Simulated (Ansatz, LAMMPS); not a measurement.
# Structural relaxation of Li+ BF4- in gamma-butyrolactone and acetonitrile and diethyl carbonate, from a frame at 540 K (102 atoms), part 2 of 3

Wanted: the relaxed structure of Li+ BF4- in gamma-butyrolactone and acetonitrile and diethyl carbonate, from a frame at 540 K (102 atoms) and its electronic structure.

Ansatz 0.2.0; Kohn-Sham DFT, PBE+D3(BJ), PAW (set soft_2), plane waves.

The cell: 30 C, 12 O, 50 H, 4 N, 1 B, 4 F and 1 Li. The network of contacts between molecules at the start is that of the classical potential that made the cell. The density was typed from a rule of thumb and may lie off the real one at this temperature. The Brillouin zone is sampled at Γ only, in a cell whose shortest periodic width is 11 Å.

So far. Step 3 (Single point at the start): Neighbours are counted within 1.34 Å (H-C), 1.85 Å (C-C), 1.73 Å (C-O), 1.62 Å (C-N), 2.27 Å (O-Li), 1.72 Å (F-B), 2.46 Å (F-Li).

### 4. Relaxation

The atoms are relaxed in the fixed cell, aiming at the force tolerance of the input.

input.yaml reads:

```yaml
crystal:
  lattice:
    - [11.11076, 0.0, 0.0]
    - [0.0, 11.11076, 0.0]
    - [0.0, 0.0, 11.11076]
  atoms:
    [... the 102 atom lines of step 3 ...]
kpoints:
  mp_grid: { grid: [1, 1, 1] }
hamiltonian:
  xc: pbe
  dispersion: d3bj
scf:
  occupations: { method: fixed }
output:
  forces: true
relax:
  f_tol: 0.03
  max_steps: 200
```

Started as:

```
> ansatz run input.yaml --threads 4 --pin off --max-ram 8192MiB --backend cpu --events-out ev --progress --plain --runs-dir out
```

Numbers of over 12 decimals in the logs are rounded to 6 here.

The program printed:

```text
[...]
Crystal: 102 atoms, lattice volume = 1371.612 Å³
Basis set: ecut = 420 eV, 26865 PW (Γ), exchange–correlation on 150×150×150 points (8 copies of the dense FFT grid, shifted against one another)
Bands: 250, of which v1, the nominal top of the filled ones, is band 148 counted from 1 (147 counted from 0)
Symmetry: 1 space group operations
[...]
k-points: 1
[...]
SCF iter   1: F=—  HF=-20266.341647 eV  |F-HF|=—  |Δ(HF+E_count)|=         —  Δρ=4.94e-3  dr2=4.20e-1  ethr=1.77e-3  ⟨swp⟩=5.0  Hψ=783  notcnv=0  defer=100
[...]
SCF iter   3: F=—  HF=-20266.277004 eV  |F-HF|=—  |Δ(HF+E_count)|=   8.43e-3  Δρ=1.49e-3  dr2=4.26e-2  ethr=3.92e-5  ⟨swp⟩=2.0  Hψ=291  notcnv=0  defer=40
automatic band count: iteration 3 solves 190 bands in place of 250: the levels show a gap, and the empty bands left out lie too high to hold charge; the band table lists the bands solved (type scf.n_extra_bands for more)
SCF iter   4: F=—  HF=-20266.272225 eV  |F-HF|=—  |Δ(HF+E_count)|=   4.78e-3  Δρ=4.60e-4  dr2=4.16e-3  ethr=1.44e-5  ⟨swp⟩=2.0  Hψ=288  notcnv=0  defer=40
[...]
SCF iter   8: F=-20266.270185 eV  HF=-20266.270186 eV  |F-HF|=1.05e-6  |Δ(HF+E_count)|=   3.99e-6  Δρ=1.93e-5  dr2=5.01e-6  ethr=7.60e-9  ⟨swp⟩=4.0  Hψ=618  notcnv=0
SCF 1 converged in 8 iterations: F = -20266.270185 eV  dr2 = 5.01e-6
[...]
relax step   1: F+E_penalty+E_count = -20266.27018539 eV  Δ(F+E_penalty+E_count) = +0.000e0 eV  max|allowed force component| = 5.161e0 eV/Å  Δτ_max = 0.0000 Å  (8 SCF iters, dr2 threshold 2.25e-5 eV, accepted)
[... from here on, the SCF cycles and remarks between the steps are left out ...]
relax step   2: F+E_penalty+E_count = -20271.40746110 eV  Δ(F+E_penalty+E_count) = -5.137e0 eV  max|allowed force component| = 1.924e0 eV/Å  Δτ_max = 0.1921 Å  (7 SCF iters, dr2 threshold 1.00e-4 eV, accepted)
relax step   3: F+E_penalty+E_count = -20272.55417507 eV  Δ(F+E_penalty+E_count) = -1.147e0 eV  max|allowed force component| = 1.025e0 eV/Å  Δτ_max = 0.1902 Å  (7 SCF iters, dr2 threshold 1.00e-4 eV, accepted)
relax step   4: F+E_penalty+E_count = -20272.89189358 eV  Δ(F+E_penalty+E_count) = -3.377e-1 eV  max|allowed force component| = 5.572e-1 eV/Å  Δτ_max = 0.1937 Å  (7 SCF iters, dr2 threshold 1.00e-4 eV, accepted)
relax step   5: F+E_penalty+E_count = -20273.06227191 eV  Δ(F+E_penalty+E_count) = -1.704e-1 eV  max|allowed force component| = 3.929e-1 eV/Å  Δτ_max = 0.1927 Å  (6 SCF iters, dr2 threshold 8.82e-5 eV, accepted)
relax step   6: F+E_penalty+E_count = -20273.19203897 eV  Δ(F+E_penalty+E_count) = -1.298e-1 eV  max|allowed force component| = 3.330e-1 eV/Å  Δτ_max = 0.1989 Å  (7 SCF iters, dr2 threshold 4.56e-5 eV, accepted)
relax step   7: F+E_penalty+E_count = -20273.29322015 eV  Δ(F+E_penalty+E_count) = -1.012e-1 eV  max|allowed force component| = 3.482e-1 eV/Å  Δτ_max = 0.1977 Å  (7 SCF iters, dr2 threshold 5.51e-5 eV, accepted)
relax step   8: F+E_penalty+E_count = -20273.36749071 eV  Δ(F+E_penalty+E_count) = -7.427e-2 eV  max|allowed force component| = 3.274e-1 eV/Å  Δτ_max = 0.1950 Å  (6 SCF iters, dr2 threshold 8.71e-5 eV, accepted)
relax step   9: F+E_penalty+E_count = -20273.42201696 eV  Δ(F+E_penalty+E_count) = -5.453e-2 eV  max|allowed force component| = 2.625e-1 eV/Å  Δτ_max = 0.1950 Å  (6 SCF iters, dr2 threshold 9.48e-5 eV, accepted)
relax step  10: F+E_penalty+E_count = -20273.46753286 eV  Δ(F+E_penalty+E_count) = -4.552e-2 eV  max|allowed force component| = 2.830e-1 eV/Å  Δτ_max = 0.1949 Å  (7 SCF iters, dr2 threshold 4.43e-5 eV, accepted)
relax step  11: F+E_penalty+E_count = -20273.49862504 eV  Δ(F+E_penalty+E_count) = -3.109e-2 eV  max|allowed force component| = 4.448e-1 eV/Å  Δτ_max = 0.1970 Å  (6 SCF iters, dr2 threshold 5.15e-5 eV, accepted)
relax step  12: F+E_penalty+E_count = -20273.51926683 eV  Δ(F+E_penalty+E_count) = -2.064e-2 eV  max|allowed force component| = 6.673e-1 eV/Å  Δτ_max = 0.1942 Å  (7 SCF iters, dr2 threshold 1.00e-4 eV, accepted)
relax step  13: F+E_penalty+E_count = -20273.54088516 eV  Δ(F+E_penalty+E_count) = -2.162e-2 eV  max|allowed force component| = 4.656e-1 eV/Å  Δτ_max = 0.0871 Å  (6 SCF iters, dr2 threshold 1.00e-4 eV, accepted)
relax step  14: F+E_penalty+E_count = -20273.56861147 eV  Δ(F+E_penalty+E_count) = -2.773e-2 eV  max|allowed force component| = 2.361e-1 eV/Å  Δτ_max = 0.1376 Å  (6 SCF iters, dr2 threshold 1.00e-4 eV, accepted)
relax step  15: F+E_penalty+E_count = -20273.58946545 eV  Δ(F+E_penalty+E_count) = -2.085e-2 eV  max|allowed force component| = 2.833e-1 eV/Å  Δτ_max = 0.1685 Å  (7 SCF iters, dr2 threshold 1.43e-5 eV, accepted)
relax step  16: F+E_penalty+E_count = -20273.60021658 eV  Δ(F+E_penalty+E_count) = -1.075e-2 eV  max|allowed force component| = 4.744e-1 eV/Å  Δτ_max = 0.1638 Å  (7 SCF iters, dr2 threshold 2.06e-5 eV, accepted)
relax step  17: F+E_penalty+E_count = -20273.61414891 eV  Δ(F+E_penalty+E_count) = -1.393e-2 eV  max|allowed force component| = 3.496e-1 eV/Å  Δτ_max = 0.0719 Å  (6 SCF iters, dr2 threshold 1.00e-4 eV, accepted)
relax step  18: F+E_penalty+E_count = -20273.63363001 eV  Δ(F+E_penalty+E_count) = -1.948e-2 eV  max|allowed force component| = 2.056e-1 eV/Å  Δτ_max = 0.1951 Å  (6 SCF iters, dr2 threshold 6.64e-5 eV, accepted)
relax step  19: F+E_penalty+E_count = -20273.64493578 eV  Δ(F+E_penalty+E_count) = -1.131e-2 eV  max|allowed force component| = 2.818e-1 eV/Å  Δτ_max = 0.1490 Å  (7 SCF iters, dr2 threshold 1.46e-5 eV, accepted)
relax step  20: F+E_penalty+E_count = -20273.65438403 eV  Δ(F+E_penalty+E_count) = -9.448e-3 eV  max|allowed force component| = 3.357e-1 eV/Å  Δτ_max = 0.1342 Å  (6 SCF iters, dr2 threshold 2.74e-5 eV, accepted)
relax step  21: F+E_penalty+E_count = -20273.66495877 eV  Δ(F+E_penalty+E_count) = -1.057e-2 eV  max|allowed force component| = 2.564e-1 eV/Å  Δτ_max = 0.1000 Å  (6 SCF iters, dr2 threshold 1.00e-4 eV, accepted)
relax step  22: F+E_penalty+E_count = -20273.68079064 eV  Δ(F+E_penalty+E_count) = -1.583e-2 eV  max|allowed force component| = 1.262e-1 eV/Å  Δτ_max = 0.1954 Å  (7 SCF iters, dr2 threshold 3.83e-5 eV, accepted)
relax step  23: F+E_penalty+E_count = -20273.69215374 eV  Δ(F+E_penalty+E_count) = -1.136e-2 eV  max|allowed force component| = 9.023e-2 eV/Å  Δτ_max = 0.1968 Å  (8 SCF iters, dr2 threshold 3.86e-6 eV, accepted)
relax step  24: F+E_penalty+E_count = -20273.69695144 eV  Δ(F+E_penalty+E_count) = -4.798e-3 eV  max|allowed force component| = 2.552e-1 eV/Å  Δτ_max = 0.1937 Å  (9 SCF iters, dr2 threshold 1.97e-6 eV, accepted)
[...]
relax step  35: F+E_penalty+E_count = -20273.72330596 eV  Δ(F+E_penalty+E_count) = -1.797e-3 eV  max|allowed force component| = 5.487e-2 eV/Å  Δτ_max = 0.0498 Å  (6 SCF iters, dr2 threshold 5.52e-6 eV, accepted)
relax step  36: F+E_penalty+E_count = -20273.72513670 eV  Δ(F+E_penalty+E_count) = -1.831e-3 eV  max|allowed force component| = 1.320e-1 eV/Å  Δτ_max = 0.1284 Å  (9 SCF iters, accepted)
relax step  37: F+E_penalty+E_count = -20273.72608568 eV  Δ(F+E_penalty+E_count) = -9.490e-4 eV  max|allowed force component| = 1.389e-1 eV/Å  Δτ_max = 0.0382 Å  (6 SCF iters, dr2 threshold 5.01e-6 eV, accepted)
relax step  38: F+E_penalty+E_count = -20273.72740730 eV  Δ(F+E_penalty+E_count) = -1.322e-3 eV  max|allowed force component| = 9.272e-2 eV/Å  Δτ_max = 0.0530 Å  (6 SCF iters, dr2 threshold 1.93e-5 eV, accepted)
relax step  39: F+E_penalty+E_count = -20273.72901974 eV  Δ(F+E_penalty+E_count) = -1.612e-3 eV  max|allowed force component| = 1.171e-1 eV/Å  Δτ_max = 0.0928 Å  (7 SCF iters, dr2 threshold 3.83e-6 eV, accepted)
relax step  40: F+E_penalty+E_count = -20273.72975775 eV  Δ(F+E_penalty+E_count) = -7.380e-4 eV  max|allowed force component| = 2.413e-1 eV/Å  Δτ_max = 0.1234 Å  (7 SCF iters, dr2 threshold 6.11e-6 eV, accepted)
relax step  41: F+E_penalty+E_count = -20273.73059090 eV  Δ(F+E_penalty+E_count) = -8.332e-4 eV  max|allowed force component| = 1.372e-1 eV/Å  Δτ_max = 0.0179 Å  (4 SCF iters, dr2 threshold 5.82e-5 eV, accepted)
relax step  42: F+E_penalty+E_count = -20273.73164734 eV  Δ(F+E_penalty+E_count) = -1.056e-3 eV  max|allowed force component| = 3.711e-2 eV/Å  Δτ_max = 0.0254 Å  (6 SCF iters, dr2 threshold 6.08e-6 eV, accepted)
relax step  43: F+E_penalty+E_count = -20273.73290188 eV  Δ(F+E_penalty+E_count) = -1.255e-3 eV  max|allowed force component| = 2.037e-2 eV/Å  Δτ_max = 0.0786 Å  (9 SCF iters, accepted)
relax step  44: F+E_penalty+E_count = -20273.73307354 eV  Δ(F+E_penalty+E_count) = -1.717e-4 eV  max|allowed force component| = 3.045e-1 eV/Å  Δτ_max = 0.1950 Å  (9 SCF iters, accepted)
relax step  45: F+E_penalty+E_count = -20273.73439976 eV  Δ(F+E_penalty+E_count) = -1.326e-3 eV  max|allowed force component| = 7.084e-2 eV/Å  Δτ_max = 0.0509 Å  (5 SCF iters, dr2 threshold 2.79e-5 eV, accepted)
relax step  46: F+E_penalty+E_count = -20273.73478936 eV  Δ(F+E_penalty+E_count) = -3.896e-4 eV  max|allowed force component| = 3.107e-2 eV/Å  Δτ_max = 0.0552 Å  (9 SCF iters, accepted)
relax step  47: F+E_penalty+E_count = -20273.73534422 eV  Δ(F+E_penalty+E_count) = -5.549e-4 eV  max|allowed force component| = 3.799e-2 eV/Å  Δτ_max = 0.0420 Å  (8 SCF iters, accepted)
relax step  48: F+E_penalty+E_count = -20273.73602225 eV  Δ(F+E_penalty+E_count) = -6.780e-4 eV  max|allowed force component| = 2.073e-2 eV/Å  Δτ_max = 0.0857 Å  (9 SCF iters, accepted)
relax step  49: F+E_penalty+E_count = -20273.73635487 eV  Δ(F+E_penalty+E_count) = -3.326e-4 eV  max|allowed force component| = 2.070e-2 eV/Å  Δτ_max = 0.0378 Å  (9 SCF iters, accepted)
relax step  50: F+E_penalty+E_count = -20273.73676668 eV  Δ(F+E_penalty+E_count) = -4.118e-4 eV  max|allowed force component| = 2.885e-2 eV/Å  Δτ_max = 0.0495 Å  (9 SCF iters, accepted)
SCF converged after 9 iterations
Free energy (F): -20273.736767 eV
[...]
Internal energy: -20273.736767 eV  (E = F + TS)
E sigma→0 (E₀):  -20273.736767 eV
Fermi energy:    -2.290904 eV
[...]
--- Forces (eV/Å), atoms counted from 1 ---
  atom   1  C     -0.00113525    -0.00012148    -0.00230627
  atom   2  C     -0.00095117    -0.00127211     0.00123766
  atom   3  O     -0.00202611     0.00067676    -0.00178711
  atom   4  C      0.01475164     0.00436268    -0.00030969
  atom   5  O     -0.00271232    -0.01519997     0.00732544
  atom   6  O     -0.00435848     0.01013609    -0.00491067
  atom   7  C      0.00472744    -0.00393101    -0.00127860
  atom   8  C     -0.00739580     0.00375636     0.00593497
  atom   9  H     -0.00030301     0.00106041    -0.00017512
  atom  10  H      0.00102225    -0.00224582    -0.00040229
  atom  11  H     -0.00206879    -0.00033166     0.00148834
  atom  12  H      0.00087717     0.00028840     0.00089717
  atom  13  H      0.00260337    -0.00028763    -0.00230263
  atom  14  H     -0.00862488    -0.00893966     0.00372630
[...]
atom 101  F      0.00639236     0.00107103    -0.00049931
  atom 102  Li     0.00135725     0.00228408    -0.00417725
  max |Σ_I F_I| component: 8.02e-5 eV/Å
--- Relaxed structure (50 steps of the walk, 50 accepted, 0 SCFs on fresh bases) ---
  F+E_penalty+E_count = -20273.73676668 eV   max|allowed force component| = 2.885e-2 eV/Å
  atoms:
    - { symbol: C, position: [0.064533, 0.196941, 0.718978] }
    - { symbol: C, position: [0.950778, 0.142202, 0.667392] }
    - { symbol: O, position: [-0.032111, 1.014486, 0.641185] }
    - { symbol: C, position: [1.005795, 0.987304, 0.530379] }
[...]
- { symbol: Li, position: [0.985182, 0.161720, 0.317157] }
```

It took 4.2 min on 4 threads of Arm Neoverse V2, shared host; peak memory 1.3 GiB.

The steps of the relaxation (22 of 50):

```tsv
step	energy less that of the first step (eV)	largest force component (eV/Å)
1	0.0000	5.1612
3	-6.2840	1.0254
6	-6.9219	0.3330
8	-7.0973	0.3274
10	-7.1973	0.2830
13	-7.2707	0.4656
15	-7.3193	0.2833
17	-7.3440	0.3496
20	-7.3842	0.3357
22	-7.4106	0.1262
24	-7.4268	0.2552
27	-7.4405	0.0997
29	-7.4436	0.0874
31	-7.4476	0.1004
34	-7.4513	0.1023
36	-7.4550	0.1320
38	-7.4572	0.0927
41	-7.4604	0.1372
43	-7.4627	0.0204
45	-7.4642	0.0708
48	-7.4658	0.0207
50	-7.4666	0.0289
```

The atoms that moved most (Å):

```tsv
atom	dx	dy	dz	length
H71	-2.114	-1.218	1.395	2.810
H72	-1.490	-0.497	2.168	2.677
C65	-1.527	-0.814	1.453	2.259
H70	-1.037	-0.545	1.715	2.077
H33	-1.452	-0.536	-1.205	1.961
H69	-1.327	-0.987	0.788	1.831
H18	0.866	1.558	-0.290	1.806
C64	-1.002	-0.708	1.257	1.756
```

The relaxation changed the energy by -73.2 meV/atom, and atoms moved by 1.1 Å r.m.s., 2.8 Å at most.

### 5. Distances and neighbours after relaxation

Bonds before and after, by the cutoffs listed below:

```tsv
pair	bonds before	bonds after	mean before (Å)	mean after (Å)	spread before (Å)	spread after (Å)
H-C	50	50	1.095	1.098	0.047	0.002
C-C	17	17	1.494	1.505	0.051	0.031
C-O	19	19	1.354	1.355	0.086	0.095
C-N	4	4	1.174	1.163	0.017	0.000
O-Li	3	3	2.074	1.944	0.136	0.016
F-B	4	4	1.389	1.418	0.027	0.021
F-Li	1	1	2.160	1.881	0.000	0.000
```

Density 0.911 g/cm³, 13.45 Å³ an atom.

Pair distribution functions g(r), in bins of 0.2 Å:

```tsv
r (Å)	total	H-H	H-C	H-O	H-F	H-N	H-B
1.00	4.08	0.00	14.15	0.00	0.00	0.00	0.00
1.20	1.07	0.00	1.44	0.00	0.00	0.00	0.00
1.40	1.16	0.00	0.00	0.00	0.00	0.00	0.00
1.60	0.58	0.00	0.00	0.00	0.00	0.00	0.00
1.80	1.26	5.11	0.00	0.00	0.00	0.00	0.00
2.00	0.62	0.00	0.68	3.00	0.00	0.00	0.00
2.20	1.43	0.00	4.15	0.18	0.53	0.00	0.00
2.40	1.05	1.03	0.12	0.94	1.37	0.46	0.00
2.60	0.65	1.40	0.11	0.66	1.22	2.41	0.00
2.80	0.68	0.89	0.26	2.46	0.34	1.04	0.00
3.00	0.75	1.28	0.54	1.25	0.93	0.64	0.00
3.20	0.79	0.52	0.71	0.71	1.60	3.80	2.04
3.40	0.94	0.80	1.08	0.72	1.67	0.72	0.91
3.60	1.05	0.61	1.18	0.91	1.25	0.87	5.13
3.80	0.84	0.60	1.04	0.89	0.76	0.56	3.03
4.00	1.17	1.31	0.64	1.69	2.55	2.06	0.66
4.20	0.99	0.92	0.83	1.14	1.23	1.70	0.00
4.40	0.89	0.67	0.94	1.21	1.28	0.99	1.10
4.60	0.94	0.94	0.82	0.86	0.78	1.02	1.53
4.80	1.07	0.89	1.21	1.03	1.19	1.06	1.45
5.00	1.04	1.17	1.23	0.73	1.43	0.55	1.75
5.20	1.05	0.99	1.02	0.91	0.91	0.61	1.21
5.40	0.98	0.97	0.92	0.84	1.21	0.83	1.86
```

Bonds by pair of elements; cutoffs follow the first minimum of g(r), held within bounds set by covalent radii, and pairs that aren't listed don't count as bonded:

```tsv
pair A-B	cutoff (Å)	bonds	mean length (Å)	spread (Å)	shortest (Å)	B about A	A about B
H-C	1.34	50	1.10	0.002	1.09	1	1.67
C-C	1.85	17	1.50	0.031	1.45	1.13	1.13
C-O	1.73	19	1.35	0.095	1.22	0.633	1.58
C-N	1.62	4	1.16	0	1.16	0.133	1
O-Li	2.38	3	1.94	0.016	1.92	0.25	3
F-B	1.72	4	1.42	0.021	1.40	1	4
F-Li	2.27	1	1.88	0	1.88	0.25	1
```

How many atoms have how many bonded neighbours:

```tsv
element	mean	1	2	3	4
B	4	0	0	0	1
C	3.57	0	4	5	21
F	1.25	3	1	0	0
H	1	50	0	0	0
Li	4	0	0	0	1
N	1	4	0	0	0
O	1.83	2	10	0	0
```

Bond angles (no mean is given where the spread exceeds 20°):

```tsv
angle	count	mean (°)	spread (°)
C-C-H	62	111	1.8
H-C-H	37	109	0.8
H-C-O	14	107	2
C-C-O	13	114	8.4
O-C-O	9	120	6.9
```

Bond length by coordination (bonds to H left out):

```tsv
element	coordination	atoms	mean bond length (Å)
C	2	4	1.31
C	3	5	1.34
C	4	21	1.50
F	1	3	1.41
F	2	1	1.67
O	1	2	1.22
O	2	10	1.46
```

Rings of the network by King's shortest-path rule, up to 12 atoms, one path for each pair of neighbours; H, halogens, alkali and alkaline-earth atoms are left out, and the last column divides by all other atoms, bonded or not:

```tsv
ring size (atoms)	rings	per network atom
5	3	0.064
```

Counting bonds as in the table, all B atoms have 4, 70 % of C atoms have 4, 75 % of F atoms have 1 and all H atoms have 1 bonded neighbour. The C-C-H angle averages 111° with a spread of 1.8°. All rings counted have 5 atoms.

(Continued in part 3 of 3.)

[Logs are printed without paths, hosts, clocks, repeated set-up lines and the standing remarks that a program may print on its own settings, such as how far it seeks lower states.]

[Hosts, paths, dates, database ids (printed as entryN), source tags and the programs' standing remarks are cut or masked in the printed files.]
